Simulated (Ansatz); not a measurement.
# Phonons of InP (F-43m) against volume, part 3 of 3

Wanted: Grüneisen parameters and pressure coefficients of the modes of InP (F-43m).

Ansatz 0.2.0; DFT r2SCAN, scalar-relativistic, plane waves, PAW; PAW set soft_1.

So far, highest optical mode at the zone centre (no LO-TO term) (cm⁻¹): step 4 (zone-centre response at rest) 296.

The database entry behind the starting cell differs from later determinations by our own check (0.1 to 0.3 % short, probably kX units), so it need not match the best structure at ambient conditions.

In doubt: the program warns that the response may not be converged on this k-mesh (steps 6, 8), which bears on the force constants and all frequencies.

## Step 6: Modes of this member: 1.06 times the volume at rest

The zone-centre modes follow for 1.06 times the volume at rest, with the response to a field.

The input, input.yaml:

```yaml
crystal:
  lattice:
    - [0.0, 3.0116000955, 3.0116000955]
    - [3.0116000955, 0.0, 3.0116000955]
    - [3.0116000955, 3.0116000955, 0.0]
  atoms:
    - { symbol: P, position: [0.75, 0.75, 0.75] }
    - { symbol: In, position: [0.0, 0.0, 0.0] }
kpoints:
  mp_grid: { grid: [12, 12, 12] }
hamiltonian:
  xc: r2scan
  pseudopotentials: { kind: paw, azcp: { folder: soft_1 } }
scf:
  occupations: { method: fixed }
output:
  eigenvalues: true
phonons:
  method: dfpt
  dielectric: true
  rigid_motions: translations
```

Command:

```
$ ansatz run input.yaml --threads 4 --pin off --max-ram 10240MiB --backend cpu --events-out ev --progress --plain --runs-dir out
```

Numbers of over 12 decimals in the logs are rounded to 6 here.

Output:

```text
[...]
Crystal: 2 atoms, lattice volume = 54.629 Å³
Basis set: ecut = 500 eV, 1411 PW (Γ), exchange–correlation on 160×160×160 points (125 copies of the dense FFT grid, shifted against one another)
Bands: 13, of which v1, the nominal top of the filled ones, is band 9 counted from 1 (8 counted from 0)
Symmetry: 24 space group operations
k-points: 280 of 1728 (irreducible under 4 space group operations, time reversal used)
[...]
SCF iter   1: F=—  HF=-6371.837579 eV  |F-HF|=—  |Δ(HF+E_count)|=         —  Δρ=3.31e-2  dr2=7.56e-1  dr2_τ=1.82e-2  ethr=3.10e-3  ⟨swp⟩=5.0  Hψ=19711  notcnv=0  defer=519
[...]
SCF iter   8: F=-6371.766788 eV  HF=-6371.766788 eV  |F-HF|=5.46e-12  |Δ(HF+E_count)|=   4.66e-9  Δρ=2.39e-7  dr2=3.01e-11  dr2_τ=3.66e-12  ethr=1.00e-12  ⟨swp⟩=8.6  Hψ=28667  notcnv=0
SCF 1 converged in 8 iterations: F = -6371.766788 eV  dr2 = 3.01e-11
[...]
Bands: 10, of which v1, the nominal top of the filled ones, is band 9 counted from 1 (8 counted from 0)
k-points: 280
[...]
Eigensolver: Dense (280 Hₖ)
SCF iter   1: F=—  HF=-6371.763538 eV  |F-HF|=—  |Δ(HF+E_count)|=         —  Δρ=6.38e-5  dr2=5.89e-7  dr2_τ=1.16e-6  ethr=1.00e-1
[...]
SCF iter   3: F=-6371.763542 eV  HF=-6371.763542 eV  |F-HF|=1.61e-8  |Δ(HF+E_count)|=   8.79e-7  Δρ=5.91e-6  dr2=3.09e-8  dr2_τ=9.57e-10  ethr=7.43e-10
SCF 1 converged in 3 iterations: F = -6371.763542 eV  dr2 = 3.09e-8
[...]
SCF converged after 8 iterations
Free energy (F): -6371.766788 eV
[...]
Internal energy: -6371.766788 eV  (E = F + TS)
E sigma→0 (E₀):  -6371.766788 eV
Fermi energy:    5.851606 eV
[...]
--- Band table (eV; the first three rows and the last of 280) ---
  k-point 0: bands = [... 5 lower, -5.6022, 5.8516, 5.8516, 5.8516, 6.5344, 10.2653, 10.2653, 10.2653]
  k-point 1: bands = [... 5 lower, -5.5285, 4.9531, 5.7729, 5.7729, 7.2140, 10.2764, 10.3901, 10.3901]
  k-point 2: bands = [... 5 lower, -5.3142, 3.7235, 5.5776, 5.5776, 7.7093, 10.5783, 10.6793, 10.6793]
  k-point 279: bands = [... 5 lower, -3.4244, 0.4686, 3.1253, 3.2041, 10.2836, 10.4052, 11.6637, 12.4111]
[...]
ASR residual: 9.968e-5 → 0.000e0 eV/Å²; symmetrization residual: 4.402e-6 eV/Å²
  ASR residual per site (eV/Å²): 2.65e-5 9.97e-5
  Γ frequencies (cm⁻¹): 0.00 0.00 0.00 273.81 273.81 273.81
  ε∞ (high-frequency dielectric tensor):
       10.533323     0.000000    -0.000000
        0.000000    10.533323     0.000000
       -0.000000     0.000000    10.533323
  ε⁰ (static dielectric tensor: ions relaxed, cell fixed):
       14.031225     0.000000    -0.000000
        0.000000    14.031225     0.000000
       -0.000000     0.000000    14.031225
  ε⁰ − ε∞ (ionic part):
        3.497902     0.000000     0.000000
        0.000000     3.497902     0.000000
        0.000000     0.000000     3.497902
[...]
Born effective charges Z* (e; rows j = field, columns β = displacement):
    site 0:
        -2.66495    0.00000   -0.00000
        -0.00000   -2.66495   -0.00000
        -0.00000   -0.00000   -2.66495
    site 1:
         2.66495   -0.00000    0.00000
         0.00000    2.66495    0.00000
         0.00000    0.00000    2.66495
  Z* charge neutrality: 4.645e-4 e pre-enforcement
[...]
optical modes at Γ without the LO–TO term, one row a degenerate level:
      ω (cm⁻¹)  modes    IR ((D/Å)²/amu)
        273.81      3            20.1507
  optical modes at Γ + LO–TO along q̂ = [1.0000, 0.0000, 0.0000]:
      ω (cm⁻¹)  modes    IR ((D/Å)²/amu)
        273.81      2            13.4338
        316.02      1             6.7169
  optical modes at Γ + LO–TO along q̂ = [0.0000, 1.0000, 0.0000]:
      ω (cm⁻¹)  modes    IR ((D/Å)²/amu)
        273.81      2            13.4338
        316.02      1             6.7169
  optical modes at Γ + LO–TO along q̂ = [0.0000, 0.0000, 1.0000]:
      ω (cm⁻¹)  modes    IR ((D/Å)²/amu)
        273.81      2            13.4338
        316.02      1             6.7169
```

The job ended after 69 s (4 threads of Intel Xeon 6975P-C (Granite Rapids), shared host; peak memory 1.9 GiB).

Numbers from this step:

```yaml
sum_rule_residual_before_enforcement: 9.97e-5 eV/Å²
miss_of_the_charge_sum_rule: 4.64e-4 e
estimated_error_of_the_dielectric_tensor: 0.03255
estimated_error_of_the_born_charges: 0.01414 e
highest_optical_mode_at_the_zone_centre_no_lo_to_term: 273.8 cm⁻¹
lowest_optical_zone_centre_mode: 273.8 cm⁻¹
mean_high_frequency_dielectric_constant: 10.53
largest_born_charge_third_of_the_trace: -2.665 e
mean_static_dielectric_constant: 14.03
top_of_the_zone_centre_spectrum_with_the_field: 316.0 cm⁻¹
```

Without the LO-TO term. Patterns of degenerate modes are one choice out of their space. The modes at Γ (shares of kinetic energy by element, %):

```
mode  frequency (cm⁻¹)  symmetry  P %  In %
   1               0.0  acoustic   21    79
   2               0.0  acoustic   21    79
   3               0.0  acoustic   21    79
   4             273.8        T2   79    21
   5             273.8        T2   79    21
   6             273.8        T2   79    21
```

Transverse modes. Lines of the infrared spectrum (strongest = 100):

```
position (cm⁻¹)  label  relative intensity
            274     T2                 100
```

The optical mode without the LO-TO term lies at 273.8 cm⁻¹.

The log warns of the k mesh: “the force constants stand on the 12×12×12 k-mesh, whose period is 10.26 times the interband length at k = (0.0000, 0.0000, 0.0000), direct gap 0.683 eV, under 14: take them and everything formed from them as unconverged”. So the frequencies of this run count as unconverged too.

## Step 7: Ground state of a member: 0.9 times the volume at rest

The cell is set to 0.9 times the volume at rest; symmetry leaves nothing else free, so this is a single point.

input.yaml, the sections that differ from step 6:

```yaml
crystal:
  lattice:
    - [0.0, 2.8517373055, 2.8517373055]
    - [2.8517373055, 0.0, 2.8517373055]
    - [2.8517373055, 2.8517373055, 0.0]
  atoms:
    - { symbol: P, position: [0.75, 0.75, 0.75] }
    - { symbol: In, position: [0.0, 0.0, 0.0] }
scf:
  occupations: { method: gaussian, width: 0.02 }
output:
  forces: true
  stress: true
  eigenvalues: true
# kpoints, hamiltonian: as in step 6
# phonons: removed
```

Output:

```text
[...]
Crystal: 2 atoms, lattice volume = 46.383 Å³
Basis set: ecut = 500 eV, 1243 PW (Γ), exchange–correlation on 120×120×120 points (64 copies of the dense FFT grid, shifted against one another)
Bands: 13, of which v1, the nominal top of the filled ones, is band 9 counted from 1 (8 counted from 0)
Symmetry: 24 space group operations
[...]
--- Band table (eV; the first three rows and the last of 72) ---
  k-point 0: bands = [... 5 lower, -4.6639, 7.9509, 7.9509, 7.9509, 9.5814, 12.3579, 12.3579, 12.3579]
  k-point 1: bands = [... 5 lower, -4.5669, 7.1166, 7.8461, 7.8461, 10.1031, 12.4335, 12.5123, 12.5123]
  k-point 2: bands = [... 5 lower, -4.2859, 5.7110, 7.5908, 7.5908, 10.4552, 12.8594, 12.8594, 12.9640]
  k-point 71: bands = [... 5 lower, -1.6682, 1.8635, 4.5195, 4.5475, 12.5269, 13.0684, 14.1739, 14.5256]
[key lines of the parts left out:]
SCF converged after 7 iterations
Free energy (F): -6371.668482 eV
Fermi energy:    8.766281 eV
P = ⅓ Tr σ = 9.1328 GPa (91.328 kbar)
```

Wall time 1.9 s (4 threads); peak memory 0.51 GiB.

This step gave:

| Quantity | Value |
| --- | --- |
| pressure | 9.133 GPa |
| gap on the k-mesh | 1.630 eV |
| volume per atom | 23.19 Å³ |

The forces vanish by symmetry, at a pressure of 9.13 GPa.

## Step 8: Modes of this member: 0.9 times the volume at rest

The zone-centre modes follow for 0.9 times the volume at rest, with the response to a field.

Changes to input.yaml since step 7:

```diff
@@ -14,6 +14,8 @@
 scf:
-  occupations: { method: gaussian, width: 0.02 }
+  occupations: { method: fixed }
 output:
-  forces: true
-  stress: true
   eigenvalues: true
+phonons:
+  method: dfpt
+  dielectric: true
+  rigid_motions: translations
```

Output:

```text
[...]
Crystal: 2 atoms, lattice volume = 46.383 Å³
Basis set: ecut = 500 eV, 1243 PW (Γ), exchange–correlation on 150×150×150 points (125 copies of the dense FFT grid, shifted against one another)
Bands: 13, of which v1, the nominal top of the filled ones, is band 9 counted from 1 (8 counted from 0)
Symmetry: 24 space group operations
k-points: 280 of 1728 (irreducible under 4 space group operations, time reversal used)
[...]
optical modes at Γ + LO–TO along q̂ = [1.0000, 0.0000, 0.0000]:
      ω (cm⁻¹)  modes    IR ((D/Å)²/amu)
[...]
optical modes at Γ + LO–TO along q̂ = [0.0000, 1.0000, 0.0000]:
      ω (cm⁻¹)  modes    IR ((D/Å)²/amu)
        339.24      2            11.1679
        379.21      1             5.5839
  optical modes at Γ + LO–TO along q̂ = [0.0000, 0.0000, 1.0000]:
      ω (cm⁻¹)  modes    IR ((D/Å)²/amu)
        339.24      2            11.1679
        379.21      1             5.5839
[key lines of the parts left out:]
SCF converged after 8 iterations
Free energy (F): -6371.668483 eV
Fermi energy:    7.950957 eV
```

Wall time 58 s (4 threads); peak memory 1.6 GiB; 3.6 min of CPU time.

This step gave:

- sum-rule residual before enforcement: 7.56e-5 eV/Å²
- miss of the charge sum rule: 6.33e-5 e
- estimated error of the dielectric tensor: 0.02687
- estimated error of the Born charges: 0.01371 e
- highest optical mode at the zone centre (no LO-TO term): 339.2 cm⁻¹
- lowest optical zone-centre mode: 339.2 cm⁻¹
- mean high-frequency dielectric constant: 8.943
- largest Born charge (third of the trace): -2.430 e
- mean static dielectric constant: 11.17
- top of the zone-centre spectrum with the field: 379.2 cm⁻¹

Without the LO-TO term. Patterns of degenerate modes are one choice out of their space. The modes at Γ (shares of kinetic energy by element, %):

```
mode  frequency (cm⁻¹)  symmetry  P %  In %
   1               0.0  acoustic   21    79
   2               0.0  acoustic   21    79
   3               0.0  acoustic   21    79
   4             339.2        T2   79    21
   5             339.2        T2   79    21
   6             339.2        T2   79    21
```

Transverse modes. Lines of the infrared spectrum (strongest = 100):

```
position (cm⁻¹)  label  relative intensity
            339     T2                 100
```

The optical mode without the LO-TO term lies at 339.2 cm⁻¹.

The log warns of the k mesh: “the force constants stand on the 12×12×12 k-mesh, whose period is 13.23 times the interband length at k = (0.0000, 0.0000, 0.0000), direct gap 1.630 eV, under 14: take them and everything formed from them as unconverged”. So the frequencies of this run count as unconverged too.

## Step 9: All members side by side

The members are set side by side, also those not shown above.

Each row is one cell with its response, relaxed at fixed volume as far as symmetry leaves anything free; energies are extrapolated to zero smearing, and E0 is that at rest; shape and atoms are relaxed in each cell where symmetry leaves them free. State of the crystal along the series:

```
volume ratio  V (Å³/atom)  pressure (GPa)  E - E0 (meV/atom)  gap on mesh (eV)     ε∞     ε0  largest Born charge in size, a third of the trace (e)  top mode with the field, highest of q along x, y and z (cm⁻¹)
         0.9        23.19           9.133              66.79              1.63  8.943  11.17                                                   2.43                                                          379.2
        0.92        23.71           6.884               41.1             1.506  9.063  11.43                                                  2.461                                                          370.4
        0.94        24.22           4.871              22.25             1.382  9.201  11.71                                                  2.491                                                            362
        0.96        24.74           3.068              9.537             1.261  9.358  12.02                                                  2.521                                                          353.8
        0.98        25.25           1.454              2.312             1.141  9.537  12.35                                                   2.55                                                          345.8
        0.99        25.51           0.712             0.5755             1.082  9.635  12.53                                                  2.565                                                          341.9
           1        25.77        0.009858                  0             1.023  9.739  12.71                                                  2.579                                                          338.1
        1.02        26.28          -1.282              2.086            0.9075  9.969  13.11                                                  2.608                                                          330.6
        1.04         26.8          -2.438              8.104             0.794  10.23  13.55                                                  2.637                                                          323.2
        1.06        27.31           -3.47              17.64            0.6828  10.53  14.03                                                  2.665                                                            316
```

Without the LO-TO term; each mode is tracked from rest by its pattern, and modes that stay within 0.3 cm⁻¹ of each other stand once; shape and atoms are relaxed in each cell where symmetry leaves them free. Optical modes along the series:

```
V (Å³/atom)  mode 4 T2 (cm⁻¹)
      23.19             339.2
      23.71             329.8
      24.22             320.8
      24.74             312.2
      25.25             303.9
      25.51             299.9
      25.77             295.9
      26.28             288.3
       26.8             280.9
      27.31             273.8
```

From cubic fits (parabolas where under five rows exist) of ln ω and P against ln V through the rows within about 4 % of rest: γ = −d ln ω / d ln V and dω/dP = γ ω / B. Slopes at rest:

```
             mode  fitted frequency at rest (cm⁻¹)  Grüneisen parameter γ  dω/dP (cm⁻¹/GPa)
        mode 4 T2                            295.9                   1.32              5.72
longitudinal mode                            338.1                   1.13              5.58
```

## Step 10: Results

```
members                                                          : 10
highest optical mode at the zone centre (no LO-TO term), at rest : 295.9 cm⁻¹
bulk modulus at rest                                             : 68.3 GPa
mode 4 T2, γ                                                     : 1.32
longitudinal mode, γ                                             : 1.13
```

What this shows: The series spans -3.5 to 9.1 GPa, and the slope at rest gives a bulk modulus of 68 GPa. The transverse optical mode has γ = 1.32 and moves by 5.7 cm⁻¹ for each GPa, the longitudinal one has γ = 1.13 and moves by 5.6. ε∞ is 9.74 at rest, with d ln ε∞ / d ln V = 1.11. One k mesh and one cutoff serve the ground states and modes of all volumes; the field response picks its own mesh. With the field response the log warns that the k mesh is coarse for the force constants too, so the frequencies are to be taken as unconverged. These are harmonic frequencies at zero temperature: anharmonic shifts, linewidths and thermal expansion are left out. The PAW files were made for PBE; the program adapts parts of them to the functional of the run, but their partial waves stay those of PBE, an approximation that was not tested in this session. Only the zone centre was solved, so an instability at another wavevector cannot show here.

[Logs are printed without paths, hosts, clocks, repeated set-up lines and the standing remarks that a program may print on its own settings, such as how far it seeks lower states.]

[Hosts, paths, dates, database ids (printed as entryN), source tags and the programs' standing remarks are cut or masked in the printed files.]
